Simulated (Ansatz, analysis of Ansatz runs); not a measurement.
# [AlO4]0 centre in alpha-quartz: hyperfine coupling against experiment, part 2 of 2

Aim: the hyperfine coupling of the [AlO4]0 centre in alpha-quartz, to be set beside the measurement. Set-up: HSE06, 36-site cell, PBE lattice, 420 eV, k: the zone centre alone, random start of 0.1 A, relaxed with the hybrid. The model is a cell of 36 host atoms with 1 Si taken out and 1 Al put in. The isotropic coupling follows from the spin density at the nucleus, the nuclear g-factor and the total spin. Exact exchange opens the gap, stiffens bonds and lessens the self-interaction error, at many times the cost.

Ansatz 0.2.0; HSE06, 36-site cell, PBE lattice, 420 eV, k: the zone centre alone, random start of 0.1 A, relaxed with the hybrid.

So far: Starting point; Relaxation, charge 0.

In doubt: the hybrid run may have settled on a false gap or state (step 2), so the values of those runs are not to be relied on.

### Step 2. Relaxation, charge 0 (continued)

Level of this step: plane-wave PAW DFT, HSE06; relaxation of all atoms of a defect supercell (Ansatz).

Relaxation path:

```tsv
step	energy less that of the first step (eV)	largest force component (eV/Å)
1	0.0000	8.3805
2	-3.1385	4.7861
3	-5.2695	0.6220
4	-5.3425	0.5473
5	-5.4033	0.6122
6	-5.4035	0.6968
7	-5.4424	0.6112
8	-5.4636	0.6389
9	-5.4668	0.4515
10	-5.4841	0.3246
11	-5.4668	0.3755
12	-5.4924	0.0582
13	-5.4938	0.0535
14	-5.4918	0.1079
15	-5.4949	0.1419
16	-5.4960	0.0341
17	-5.4960	0.0340
18	-5.4963	0.0123
```

Relaxation steps 11, 14 were tried and not accepted.

The atoms that moved most (Å, from the sites as typed, ahead of the random displacement, the mean shift of all atoms taken out):

```tsv
atom	dx	dy	dz	length
O9	0.146	0.027	0.112	0.186
O15	0.118	-0.041	-0.129	0.180
O36	0.000	0.168	0.034	0.171
O16	0.088	0.058	-0.134	0.171
Al24	0.110	0.070	-0.097	0.163
O29	0.071	-0.035	0.128	0.151
Si4	-0.131	-0.062	0.012	0.145
O13	-0.068	-0.041	-0.112	0.137
```

Final coordinates:

```xyz
36
Lattice="-2.5092 4.3460 5.5090 5.0183 0.0000 5.5090 5.0183 8.6920 0.0000" Properties=species:S:1:pos:R:3 pbc="T T T"
Si    4.9137    4.3286    3.6521
Si   -0.0744    4.3326    3.6541
Si    3.8016    2.0828    7.3028
Si    1.1775    6.3439    7.3713
Si    1.2600    2.2065   -0.0587
Si    1.2707    2.2524    5.5426
O     3.9184    5.3600    4.3337
O     3.9574    5.4200    9.8352
O     0.9669    5.0502    2.6657
O     0.7302    5.0136    8.1220
O     2.7135    2.5411    6.1995
O     0.1728    6.7650    6.2099
O     0.1718    1.7497    1.0355
O     2.6843    6.0454    6.6796
O     4.0590    3.1813    2.8546
O     4.0291    3.2807    8.3586
O     5.8363    3.5846    4.7538
O     0.7624    3.6015    4.8248
Si    7.3404    8.6446    3.7539
Si    2.3994    8.7648    3.7179
Si    6.4097    6.4324    7.4383
Si    3.8042   10.7605    7.3722
Si    3.8228    6.6286    0.0421
Al    3.9272    6.6817    5.4255
O     6.4198    9.7740    4.4371
O     6.4392    9.8795    9.8834
O     3.2923    9.4614    2.5530
O     3.3487    9.3794    8.0613
O     5.3295    6.8459    6.3542
O     2.7582   11.2282    6.2343
O     2.8135    6.1536    1.2034
O     5.2480   10.5312    6.6968
O     6.4147    7.5479    3.0230
O     6.5288    7.6002    8.5482
O     8.3069    8.0000    4.8685
O     3.3303    8.1615    4.8538
```

Neighbours of Al24 at the end:

```tsv
atom	distance (Å)
O29	1.690
O36	1.695
O7	1.714
O14	1.877
Si20	3.097
Si1	3.107
Si21	3.206
Si4	3.385
```

Numbers from this step:

```
free energy                           : -21191.2277 eV
total moment                          : 1 μB
integral of the absolute spin density : 1.126 μB
spin contamination                    : 0.004987
```

The relaxation ends 153 meV an atom lower than the displaced start, with a largest force component of 0.012 eV/Å.

### Step 3. Contact spin densities

The relaxed structure is kept, and the final numbers are taken at the final level and k-points.

This step: plane-wave PAW DFT, HSE06; single point of a defect supercell.

Contents of point/input.yaml:

```yaml
crystal:
  lattice:
    - [-2.50916922, 4.34600857, 5.50897409]
    - [5.01833844, 0.0, 5.50897409]
    - [5.01833844, 8.69201714, 0.0]
  atoms:
    - { symbol: Si, position: [0.090895918, 0.572041279, 0.45255123] }
    - { symbol: Si, position: [0.588291524, 0.075014583, 0.2043106] }
[... 1 atom line left out ...]
    - { symbol: Si, position: [0.916632673, 0.421413298, 0.271536204] }
[... 2 atom lines left out ...]
    - { symbol: O, position: [0.311254745, 0.47541525, 0.461036048] }
[... 4 atom lines left out ...]
    - { symbol: O, position: [0.935559968, 0.191681411, 0.310524655] }
[... 1 atom line left out ...]
    - { symbol: O, position: [0.68655096, 0.525936389, 0.35223125] }
[... 5 atom lines left out ...]
    - { symbol: Si, position: [0.602560522, 0.072315258, 0.70709574] }
    - { symbol: Si, position: [0.406492338, 0.943722354, 0.536784106] }
[... 2 atom lines left out ...]
    - { symbol: Al, position: [0.485496908, 0.499357122, 0.525968563] }
[... 4 atom lines left out ...]
    - { symbol: O, position: [0.439515015, 0.71391536, 0.567855575] }
[... 3 atom lines left out ...]
    - { symbol: O, position: [0.069429847, 0.479318692, 0.833653903] }
    - { symbol: O, position: [0.562546874, 0.989140797, 0.593115285] }
[... 1 atom line left out ...]
    - { symbol: O, position: [0.57820886, 0.302855017, 0.649865955] }
basis:
  ecutwfc: 420
  xc_grid: 2
hamiltonian:
  xc: hse06
kpoints:
  mp_grid: { grid: [1, 1, 1] }
magnetization:
  spin_polarized: true
  initial_magnetization: 1
  spin_locking: { lock_magnetization: hard }
scf:
  occupations: { method: fermi_dirac, width: 0.01 }
  max_iter: 120
output:
  forces: true
  efg: {}
  eigenvalues: true
checkpoint:
  read: "../relax.run"
```

Run with:

```sh
$ ansatz run input.yaml --threads 2 --pin off --max-ram 3768MiB --backend cpu --events-out ev --progress --plain --runs-dir out
```

Numbers of over 12 decimals in the logs are rounded to 6 here.

Output:

```text
[...]
Crystal: 36 atoms, lattice volume = 480.597 Å³
Basis set: ecut = 420 eV, 9403 PW (Γ), exchange–correlation on 100×100×144 points (8 copies of the dense FFT grid, shifted against one another)
Bands: 132, of which v1, the nominal top of the filled ones, is band 96 counted from 1 (95 counted from 0)
Symmetry: 1 space group operations
[...]
k-points: 1
[...]
Stability of the state it starts from, as read at its close in the collinear treatment: not read, because the functional holds exact exchange (a hybrid, or Hartree-Fock), whose exchange loop this test does not read (fock_operator); its run was given moments
[...]
Frozen-core exchange: fock
[...]
atom  14  O  V_zz =   +20.528577   η = 0.6798   by run symmetry: allowed
[...]
atom  20  Si V_zz =    -1.760215   η = 0.9374   by run symmetry: allowed
[...]
atom  21  Si V_zz =    -1.472208   η = 0.1427   by run symmetry: allowed
[...]
atom  24  Al V_zz =    +4.813893   η = 0.2675   by run symmetry: allowed
[...]
atom  29  O  V_zz =    +6.515306   η = 0.4437   by run symmetry: allowed
[...]
atom  34  O  V_zz =    +9.452730   η = 0.2353   by run symmetry: allowed
[...]
atom  36  O  V_zz =    +6.471030   η = 0.1847   by run symmetry: allowed
[...]
--- Band table (eV) ---
[...]
[key lines of the parts left out:]
Magnetization: 1.0000 μB (96.0000 up, 95.0000 down)
Free energy (F): -21191.227728 eV
Fermi energy:    1.525042 (↑ 4.491248, ↓ 1.524577) eV
```

Run time: 36 s. Hardware: 2 threads of Intel Xeon 6975P-C (Granite Rapids), shared host; peak memory 1 GiB.

Reading the cycles: dr2 is the Hartree energy of the density residual (eV), the measure of convergence; HF is the Harris–Foulkes estimate of the energy, which meets the free energy F at convergence.

Read from the output:

| Property | Result |
| --- | --- |
| free energy | -21191.2277 eV |
| total moment | 1 μB |
| integral of the absolute spin density | 1.126 μB |
| spin contamination | 0.004987 |

The largest moments in the atoms' spheres: O14 0.61, O15 0.08, O7 0.04, O29 0.03, O12 0.01, O10 0.01 μB.

Contact couplings A = (2/3) μ0 ge μB gN μN ρs / (2S h), for each element's most abundant magnetic isotope:

```tsv
atom	isotope	distance from the centre (Å)	contact spin density (e/Å³)	A (MHz)
O14	17O	1.75	0.534	-47.9
Si4	29Si	3.26	-0.249	32.8
Al24	27Al	0.12	-0.115	-19.9
O15	17O	3.76	0.0784	-7.0
Si1	29Si	3.16	-0.0345	4.5
O7	17O	1.75	0.0474	-4.3
O29	17O	1.72	0.0387	-3.5
Si21	29Si	3.22	-0.0176	2.3
Si5	29Si	5.07	-0.00961	1.3
Si20	29Si	3.12	-0.00557	0.7
```

### Step 4. Results

```yaml
17o_that_bears_the_hole_isotropic: -47.9 MHz
27al_isotropic: -19.9 MHz
integral_of_the_absolute_spin_density: 1.13 μB
time_of_the_whole_chain: 12 min on 2 threads
```

**Reading.** 17O that bears the hole, isotropic: computed -47.9 MHz, measured -72.86 MHz; 24.9 MHz (34 %) smaller in size than the measurement. 27Al, isotropic: computed -19.9 MHz, measured -16.25 MHz; 3.7 MHz (23 %) larger in size than the measurement. Only the isotropic (Fermi contact) part is computed, with core polarisation; no vibrational averaging. Limits: the zone centre alone is a coarse sampling for this cell; the periodic copies of the defect are only 7.5 Å apart.

[Logs are printed without paths, hosts, clocks, repeated set-up lines and the standing remarks that a program may print on its own settings, such as how far it seeks lower states.]

[Hosts, paths, dates, database ids (printed as entryN), source tags and the programs' standing remarks are cut or masked in the printed files.]

[For some hosts the program warned that the k-mesh of the response run may be too coarse for force constants and the static dielectric constant; such warnings are not shown here.]
